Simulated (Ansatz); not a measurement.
# Direct or indirect: LiCl (Fm-3m)

```
CELL_PARAMETERS angstrom
0.00000 2.56477 2.56477
2.56477 0.00000 2.56477
2.56477 2.56477 0.00000
ATOMIC_POSITIONS crystal
Cl 0.50000 0.50000 0.50000
Li 0.00000 0.00000 0.00000
```

Method: Ansatz, PBE, independent particles, without spin-orbit coupling, line width 0.15 eV (Gaussian). The band structure gives a fundamental gap of 6.33 eV. The spectrum of vertical transitions near the edge:

```tsv
E (eV)	Im ε, E ∥ xyz
5.88	0.00
6.00	0.00
6.12	0.00
6.24	0.04
6.36	0.15
6.48	0.31
6.60	0.44
6.72	0.56
6.84	0.71
6.96	1.13
7.08	1.95
7.20	2.96
7.32	3.89
7.44	4.38
7.56	4.41
```

(1) Is the gap direct or indirect, and about where do vertical transitions set in?

Results:

(1) Direct: the band path has its least direct gap at the fundamental one, 6.33 eV, and the curves rise from there. Lines are broadened by 0.15 eV, which spreads the edge.

[Logs are printed without paths, hosts, clocks, repeated set-up lines and the standing remarks that a program may print on its own settings, such as how far it seeks lower states.]
